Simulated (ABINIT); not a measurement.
# Quasiparticle gap of Ca2Si (Fm-3m) in ABINIT

Aim: the G0W0 gap of Ca2Si (Fm-3m) on LDA, step by step.

Program: ABINIT 10.8.3. Level of theory: LDA and many-body steps on it, plane waves. Values are calculated unless marked as measured.

### 1. Starting point

The structure is cubic, space group Fm-3m (No. 225). The conventional cell has a = 7.170 Å, b = 7.170 Å, c = 7.170 Å, α = 90.00°, β = 90.00°, γ = 90.00°. Nearest to Ca lie 4 Si at 3.10 Å. Si has 8 Ca at 3.10 Å nearest. Farther neighbours, and contacts between anions beyond the nearest, are not listed.

Coordinates:

```cif
data_structure
_symmetry_space_group_name_H-M 'Fm-3m'
_symmetry_Int_Tables_number 225
_cell_length_a 7.1705
_cell_length_b 7.1705
_cell_length_c 7.1705
_cell_angle_alpha 90.000
_cell_angle_beta 90.000
_cell_angle_gamma 90.000
_cell_volume 368.67
loop_
_atom_site_label
_atom_site_type_symbol
_atom_site_symmetry_multiplicity
_atom_site_Wyckoff_symbol
_atom_site_fract_x
_atom_site_fract_y
_atom_site_fract_z
_atom_site_occupancy
Ca1 Ca 8 c 0.25000 0.25000 0.75000 1
Si1 Si 4 a 0.00000 0.00000 0.00000 1
```

The cell and positions are those that the Materials Project relaxed with its own functionals (PBE, PBE+U or r2SCAN), kept fixed.

### 2. Ground state

This step: ABINIT 10.8.3; DFT, LDA, plane waves, norm-conserving pseudopotentials.

The ground-state density comes first.

The input, run.abi:

```
acell 3*1.0 Angstrom
rprim 
  0.000000000000 3.585232820000 3.585232820000
  3.585232820000 0.000000000000 3.585232820000
  3.585232820000 3.585232820000 -0.000000000000
ntypat 2
znucl 20 14
natom 3
typat 1 1 2
xred 
  0.750000000000 0.750000000000 0.750000000000
  0.250000000000 0.250000000000 0.250000000000
  0.000000000000 0.000000000000 0.000000000000
pp_dirpath "pseudos"
pseudos "Ca.upf, Si.upf"
ecut 30
ngkpt 6 6 6
nshiftk 1
shiftk 0 0 0
kptopt 1
chksymbreak 0
nband 17
occopt 1
tolvrs 1e-10
nstep 60
prtwf 0
optforces 0
optstress 0
indata_prefix "in"
outdata_prefix "out"
tmpdata_prefix "tmp"
```

Run with:

```console
$ OMP_NUM_THREADS=1 mpirun -n 4 abinit run.abi > log
```

Output:

```text
.Version 10.8.3 of ABINIT. v10.8.2 released Aug 2026.

 Symmetries : space group Fm -3 m (#225); Bravais cF (face-center cubic)
================================================================================
 Values of the parameters that define the memory need of the present run
     intxc =       0    ionmov =       0      iscf =       7    lmnmax =       6
     lnmax =       6     mgfft =      48  mpssoang =       3    mqgrid =    3001
     natom =       3  nloc_mem =       1    nspden =       1   nspinor =       1
    nsppol =       1      nsym =      48    n1xccc =    2501    ntypat =       2
    occopt =       1   xclevel =       1
-    mband =          17        mffmem =           1         mkmem =           4
       mpw =        4897          nfft =      110592          nkpt =          16
================================================================================
  Rough estimation (10% accuracy) of disk space for files :
================================================================================

--------------------------------------------------------------------------------
------------- Echo of variables that govern the present computation ------------
--------------------------------------------------------------------------------
 -outvars: echo values of preprocessed input variables --------
            acell      1.8897261259E+00  1.8897261259E+00  1.8897261259E+00 Bohr

      chksymbreak           0
             ecut      3.00000000E+01 Hartree
-          fftalg         312

              ixc       -1012
              kpt      0.00000000E+00  0.00000000E+00  0.00000000E+00
                       1.66666667E-01  0.00000000E+00  0.00000000E+00
                       3.33333333E-01  0.00000000E+00  0.00000000E+00
                       5.00000000E-01  0.00000000E+00  0.00000000E+00
                       1.66666667E-01  1.66666667E-01  0.00000000E+00
                       3.33333333E-01  1.66666667E-01  0.00000000E+00
                       5.00000000E-01  1.66666667E-01  0.00000000E+00
                      -3.33333333E-01  1.66666667E-01  0.00000000E+00
                      -1.66666667E-01  1.66666667E-01  0.00000000E+00
   [... 5 further rows ...]
                      -3.33333333E-01  3.33333333E-01  1.66666667E-01
                      -3.33333333E-01  5.00000000E-01  1.66666667E-01
         kptrlatt        6    0    0      0    6    0      0    0    6
          kptrlen      5.74886988E+01
P           mkmem           4
            natom           3
            nband          17
            ngfft          48      48      48
             nkpt          16
            nstep          60
             nsym          48
           ntypat           2
              occ      2.000000  2.000000  2.000000  2.000000  2.000000  2.000000
                       2.000000  2.000000  2.000000  2.000000  2.000000  2.000000
                       0.000000  0.000000  0.000000  0.000000  0.000000
        optforces           0
        optstress           0
            prtwf           0
            rprim      0.0000000000E+00  3.5852328200E+00  3.5852328200E+00
[...]
spgroup         225

           tolvrs      1.00000000E-10

             xred      7.5000000000E-01  7.5000000000E-01  7.5000000000E-01
[...]
znucl       20.00000   14.00000

================================================================================

 chkinp: Checking input parameters for consistency.

================================================================================
== DATASET  1 ==================================================================
-   mpi_nproc: 4, omp_nthreads: 1 (-1 if OMP is not activated)

--- !DatasetInfo
iteration_state: {dtset: 1, }
dimensions: {natom: 3, nkpt: 16, mband: 17, nsppol: 1, nspinor: 1, nspden: 1, mpw: 4897, }
cutoff_energies: {ecut:  30.0, pawecutdg:  -1.0, }
electrons: {nelect:   2.40000000E+01, charge:   0.00000000E+00, occopt:   1.00000000E+00, tsmear:   1.00000000E-02, }

 Real(R)+Recip(G) space primitive vectors, cartesian coordinates (Bohr,Bohr^-1):
 R(1)=  0.0000000  6.7751081  6.7751081  G(1)= -0.0737996  0.0737996  0.0737996
 R(2)=  6.7751081  0.0000000  6.7751081  G(2)=  0.0737996 -0.0737996  0.0737996
 R(3)=  6.7751081  6.7751081  0.0000000  G(3)=  0.0737996  0.0737996 -0.0737996
 Unit cell volume ucvol=  6.2198325E+02 bohr^3
 Angles (23,13,12)=  6.00000000E+01  6.00000000E+01  6.00000000E+01 degrees

 getcut: wavevector=  0.0000  0.0000  0.0000  ngfft=  48  48  48
         ecut(hartree)=     30.000   => boxcut(ratio)=   2.03182

--- Pseudopotential description ------------------------------------------------
- Ca Generated using ONCVPSP code by D. R. Hamann
- 20.00000  10.00000  180309                  znucl, zion, pspdat
12 -1012 2 -1 1724                            pspcod,pspxc,lmax,lloc,mmax
     nproj     2     2     2
  pspatm : epsatm=   12.51424511
         --- l  ekb(1:nproj) -->
[...]
pspatm: atomic psp has been read  and splines computed

- Si Generated using ONCVPSP code by D. R. Hamann
- 14.00000   4.00000  180309                  znucl, zion, pspdat
12 -1012 2 -1 1510                            pspcod,pspxc,lmax,lloc,mmax
     nproj     2     2     2
  pspatm : epsatm=    6.67003958
         --- l  ekb(1:nproj) -->
[...]
pspatm: atomic psp has been read  and splines computed

   7.60764715E+02                                ecore*ucvol(ha*bohr**3)
--------------------------------------------------------------------------------

_setup2: Arith. and geom. avg. npw (full set) are    4883.005    4882.995

================================================================================

--- !BeginCycle
iteration_state: {dtset: 1, }
solver: {iscf: 7, nstep: 60, nline: 4, wfoptalg: 0, }
tolerances: {tolvrs: 1.00E-10, }

     iter   Etot(hartree)      deltaE(h)  residm     vres2
 ETOT  1  -81.560204    -8.156E+01 6.924E-02 3.822E+02
 ETOT  2  -81.655796    -9.559E-02 7.989E-03 5.503E+01
 ETOT  3  -81.661984    -6.188E-03 4.688E-03 2.548E+00
 ETOT  4  -81.662228    -2.434E-04 3.429E-03 4.089E-01
 ETOT  5  -81.662277    -4.904E-05 2.250E-03 8.754E-03
 ETOT  6  -81.662278    -1.148E-06 1.707E-03 1.424E-03
 ETOT  7  -81.662278    -2.374E-07 9.262E-04 7.380E-05
 ETOT  8  -81.662278    -1.580E-08 6.504E-04 4.259E-07
 ETOT  9  -81.662278    -6.762E-10 3.454E-04 9.256E-07
 ETOT 10  -81.662278    -2.308E-10 2.419E-04 7.607E-08
 ETOT 11  -81.662278    -2.510E-11 1.302E-04 1.315E-10
 ETOT 12  -81.662278     2.089E-12 9.362E-05 5.383E-10
 ETOT 13  -81.662278    -2.686E-12 7.937E-05 6.830E-11

 At SCF step   13       vres2   =  6.83E-11 < tolvrs=  1.00E-10 =>converged.

--- !ResultsGS
iteration_state: {dtset: 1, }
comment   : Summary of ground state results
lattice_vectors:
- [  0.0000000,   6.7751081,   6.7751081, ]
- [  6.7751081,   0.0000000,   6.7751081, ]
- [  6.7751081,   6.7751081,  -0.0000000, ]
lattice_lengths: [   9.58145,    9.58145,    9.58145, ]
lattice_angles: [ 60.000,  60.000,  60.000, ] # degrees, (23, 13, 12)
lattice_volume:   6.2198325E+02
convergence: {deltae: -2.686E-12, res2:  6.830E-11, residm:  7.937E-05, diffor:  0.000E+00, }
etotal    :  -8.16622780E+01
entropy   :   0.00000000E+00
fermie    :   1.30251927E-01
cartesian_stress_tensor: null
pressure_GPa: null
xred      :
- [  7.5000E-01,   7.5000E-01,   7.5000E-01, Ca]
- [  2.5000E-01,   2.5000E-01,   2.5000E-01, Ca]
- [  0.0000E+00,   0.0000E+00,   0.0000E+00, Si]
cartesian_forces: null
force_length_stats: {min: null, max: null, mean: null, }

 Integrated electronic density in atomic spheres:
 ------------------------------------------------
 Atom  Sphere_radius  Integrated_density
[...]
2        2.00000          7.58369198
    3        2.00000          1.69635821
================================================================================

 ----iterations are completed or convergence reached----

 Mean square residual over all n,k,spin=   21.714E-07; max=  79.366E-06
 reduced coordinates (array xred) for    3 atoms
       0.750000      0.750000      0.750000
       0.250000      0.250000      0.250000
       0.000000      0.000000      0.000000
 rms dE/dt=  0.0000E+00; max dE/dt=  0.0000E+00; dE/dt below (all hartree)
    1       0.000000      0.000000      0.000000
    2       0.000000      0.000000      0.000000
    3       0.000000      0.000000      0.000000

 cartesian coordinates (angstrom) at end:
    1      5.377849     5.377849     5.377849
    2      1.792616     1.792616     1.792616
    3      0.000000     0.000000     0.000000
 length scales=  1.889726  1.889726  1.889726 bohr
              =  1.000000  1.000000  1.000000 angstroms
 prteigrs : about to open file out_EIG
 Fermi (or HOMO) energy (hartree) =   0.13025   Average Vxc (hartree)=  -0.31767
 Eigenvalues (hartree) for nkpt=  16  k points:
 kpt#   1, nband= 17, wtk=  0.00463, kpt=  0.0000  0.0000  0.0000 (reduced coord)
  -1.34981   -1.34813   -0.66273   -0.66273   -0.66273   -0.65752   -0.65752   -0.65752
  -0.11000    0.11578    0.11578    0.11578    0.19062    0.19503    0.19503    0.30524
   0.30524
 prteigrs : prtvol=0 or 1, do not print more k-points.

--- !EnergyTerms
iteration_state     : {dtset: 1, }
comment             : Components of total free energy in Hartree
kinetic             :  2.797654E+01
hartree             :  2.005963E+01
xc                  : -1.603204E+01
Ewald energy        : -4.931975E+01
psp_core            :  1.223127E+00
local_psp           : -7.250878E+01
non_local_psp       :  6.938983E+00
total_energy        : -8.166228E+01
total_energy_eV     : -2.222144E+03
band_energy         : -1.287241E+01

== END DATASET(S) ==============================================================
================================================================================

 -outvars: echo values of variables after computation  --------
           etotal     -8.1662278013E+01
            nband          17
             nkpt          16
          spgroup         225
 [... the other variables as echoed above ...]

 Calculation completed.
```

The job ended after 13 s (4 MPI ranks of Intel Xeon 6975P-C (Granite Rapids), shared host; peak memory 0.38 GiB; 47 s of CPU time).

Numbers from this step:

```
total energy               : -2222.1438 eV
gap                        : 0.5089 eV
k of the valence top       : 0.5, 0.5, 0
k of the conduction bottom : 0.5, 0.5, 0
least direct gap           : 0.5089 eV
```

The gap is direct, at (0.500, 0.500, 0.000).

### 3. Empty states on the mesh, 2×2×2 mesh, 79 bands

The sums over transitions need many empty states on a uniform mesh; this step solves for them.

Edit run.abi of step 2 so:

```diff
@@ -16,3 +16,3 @@
 ecut 30
-ngkpt 6 6 6
+ngkpt 2 2 2
 nshiftk 1
@@ -21,9 +21,10 @@
 chksymbreak 0
-nband 17
-occopt 1
-tolvrs 1e-10
+iscf -2
+irdden 1
+istwfk *1
+nband 79
+nbdbuf 6
+tolwfr 1e-09
 nstep 60
-prtwf 0
-optforces 0
-optstress 0
+prtvol 0
 indata_prefix "in"
```

Output:

```text
.Version 10.8.3 of ABINIT. v10.8.2 released Aug 2026.

 Symmetries : space group Fm -3 m (#225); Bravais cF (face-center cubic)
[... echo of the input left out ...]
== DATASET  1 ==================================================================
-   mpi_nproc: 4, omp_nthreads: 1 (-1 if OMP is not activated)
-    --> not optimal distribution: autoparal keyword recommended in input file <--

--- !DatasetInfo
iteration_state: {dtset: 1, }
dimensions: {natom: 3, nkpt: 3, mband: 79, nsppol: 1, nspinor: 1, nspden: 1, mpw: 4910, }
cutoff_energies: {ecut:  30.0, pawecutdg:  -1.0, }
electrons: {nelect:   2.40000000E+01, charge:   0.00000000E+00, occopt:   1.00000000E+00, tsmear:   1.00000000E-02, }

 Real(R)+Recip(G) space primitive vectors, cartesian coordinates (Bohr,Bohr^-1):
 R(1)=  0.0000000  6.7751081  6.7751081  G(1)= -0.0737996  0.0737996  0.0737996
 R(2)=  6.7751081  0.0000000  6.7751081  G(2)=  0.0737996 -0.0737996  0.0737996
 R(3)=  6.7751081  6.7751081  0.0000000  G(3)=  0.0737996  0.0737996 -0.0737996
 Unit cell volume ucvol=  6.2198325E+02 bohr^3
 Angles (23,13,12)=  6.00000000E+01  6.00000000E+01  6.00000000E+01 degrees

 getcut: wavevector=  0.0000  0.0000  0.0000  ngfft=  48  48  48
         ecut(hartree)=     30.000   => boxcut(ratio)=   2.03182

--- Pseudopotential description ------------------------------------------------
- Ca Generated using ONCVPSP code by D. R. Hamann
- 20.00000  10.00000  180309                  znucl, zion, pspdat
12 -1012 2 -1 1724                            pspcod,pspxc,lmax,lloc,mmax
     nproj     2     2     2
  pspatm : epsatm=   12.51424511
         --- l  ekb(1:nproj) -->
             0   10.026170    0.975458
             1    2.942990    0.445396
             2   -3.490458   -1.115963
 pspatm: atomic psp has been read  and splines computed

- Si Generated using ONCVPSP code by D. R. Hamann
- 14.00000   4.00000  180309                  znucl, zion, pspdat
12 -1012 2 -1 1510                            pspcod,pspxc,lmax,lloc,mmax
     nproj     2     2     2
  pspatm : epsatm=    6.67003958
         --- l  ekb(1:nproj) -->
[...]
pspatm: atomic psp has been read  and splines computed

--------------------------------------------------------------------------------

================================================================================
 prteigrs : about to open file out_EIG
 Non-SCF case, kpt    1 (  0.00000  0.00000  0.00000), residuals and eigenvalues=
  9.12E-10  2.12E-10  3.30E-10  5.62E-10  7.29E-10  2.37E-10  6.25E-10  8.67E-10
  1.56E-10  2.23E-10  3.37E-10  7.97E-10  3.97E-10  2.99E-10  7.66E-10  1.42E-10
  2.64E-10  7.46E-10  2.07E-10  4.46E-10  5.98E-10  1.43E-10  4.04E-10  7.95E-10
[...]
5.86E-10  8.64E-10  9.33E-10  2.67E-09  1.22E-06  1.46E-05  8.00E-04
 -1.3498E+00 -1.3481E+00 -6.6273E-01 -6.6273E-01 -6.6273E-01 -6.5752E-01
 -6.5752E-01 -6.5752E-01 -1.1000E-01  1.1578E-01  1.1578E-01  1.1578E-01
  1.9062E-01  1.9503E-01  1.9503E-01  3.0524E-01  3.0524E-01  3.0524E-01
[...]
1.2334E+00  1.2988E+00  1.2988E+00  1.2988E+00  1.3571E+00  1.3571E+00
  1.3833E+00  1.3833E+00  1.3833E+00  1.4655E+00  1.5571E+00  1.5571E+00
  1.6273E+00
 prteigrs : prtvol=0 or 1, do not print more k-points.

--- !ResultsGS
iteration_state: {dtset: 1, }
comment   : Summary of ground state results
lattice_vectors:
- [  0.0000000,   6.7751081,   6.7751081, ]
- [  6.7751081,   0.0000000,   6.7751081, ]
- [  6.7751081,   6.7751081,  -0.0000000, ]
lattice_lengths: [   9.58145,    9.58145,    9.58145, ]
lattice_angles: [ 60.000,  60.000,  60.000, ] # degrees, (23, 13, 12)
lattice_volume:   6.2198325E+02
convergence: {deltae:  0.000E+00, res2:  0.000E+00, residm:  9.933E-10, diffor:  0.000E+00, }
etotal    :  -8.16622780E+01
entropy   :   0.00000000E+00
fermie    :   1.30251927E-01
cartesian_stress_tensor: null
pressure_GPa: null
xred      :
- [  7.5000E-01,   7.5000E-01,   7.5000E-01, Ca]
- [  2.5000E-01,   2.5000E-01,   2.5000E-01, Ca]
- [  0.0000E+00,   0.0000E+00,   0.0000E+00, Si]
cartesian_forces: null
force_length_stats: {min: null, max: null, mean: null, }

 Integrated electronic density in atomic spheres:
 ------------------------------------------------
 Atom  Sphere_radius  Integrated_density
[...]
================================================================================

 ----iterations are completed or convergence reached----

 Mean square residual over all n,k,spin=   48.016E-11; max=  99.330E-11
 reduced coordinates (array xred) for    3 atoms
[...]
0.250000      0.250000      0.250000
       0.000000      0.000000      0.000000

 cartesian coordinates (angstrom) at end:
    1      5.377849     5.377849     5.377849
    2      1.792616     1.792616     1.792616
    3      0.000000     0.000000     0.000000
 length scales=  1.889726  1.889726  1.889726 bohr
              =  1.000000  1.000000  1.000000 angstroms
 prteigrs : about to open file out_EIG
 Eigenvalues (hartree) for nkpt=   3  k points:
 kpt#   1, nband= 79, wtk=  0.12500, kpt=  0.0000  0.0000  0.0000 (reduced coord)
[...]
1.08840    1.09514    1.09514    1.09514    1.13280    1.20363    1.20363    1.20363
   1.23336    1.23336    1.23336    1.29885    1.29885    1.29885    1.35709    1.35709
   1.38327    1.38327    1.38327    1.46554    1.55713    1.55714    1.62735
 prteigrs : prtvol=0 or 1, do not print more k-points.

== END DATASET(S) ==============================================================
================================================================================

 -outvars: echo values of variables after computation  --------
            nband          79
             nkpt           3
          spgroup         225
 [... the other variables as echoed above ...]

 Calculation completed.
```

Elapsed: 9.8 s, on 4 MPI ranks; peak memory 0.33 GiB; 36 s of CPU time.

Numbers from this step:

```yaml
gap: 0.5089 eV
k_of_the_valence_top: 0.5, 0.5, 0
k_of_the_conduction_bottom: 0.5, 0.5, 0
least_direct_gap: 0.5089 eV
k_points_computed: 3
lowest_point_of_the_top_converged_band_above_the_valence_top: 34.10 eV
```

On this mesh the gap is 0.509 eV.

(Continued in part 2 of 2.)

[Long decimals in the printed logs are rounded to 6 places.]

[Logs are printed without paths, hosts, clocks, repeated set-up lines and the standing remarks that a program may print on its own settings, such as how far it seeks lower states.]

[Paths, hosts, dates, memory and timing lines, banners, echoed tables and standing remarks are left out of the program output; an Ansatz launch command may be rebuilt from the run's recorded settings. Measured values are a selection of at most five: reports struck by readers or far from the other reports are left out. None is set beside runs whose start may be inverted or whose files or cutoffs have a known fault.]

[Runs of the session that timed out or met a known fault of the program may be left out.]

[Hosts, paths, dates, database ids (printed as entryN), source tags and the programs' standing remarks are cut or masked in the printed files.]

[G0W0 gaps are taken among the corrected bands and points alone; a level outside them can change the order at an edge.]

[Where Ansatz stands beside ABINIT at settings called matched, ABINIT's density can come from a denser mesh and the files from another edition; pairs whose starting gaps differed by over 0.03 eV were left out, so agreement reads better than it is.]
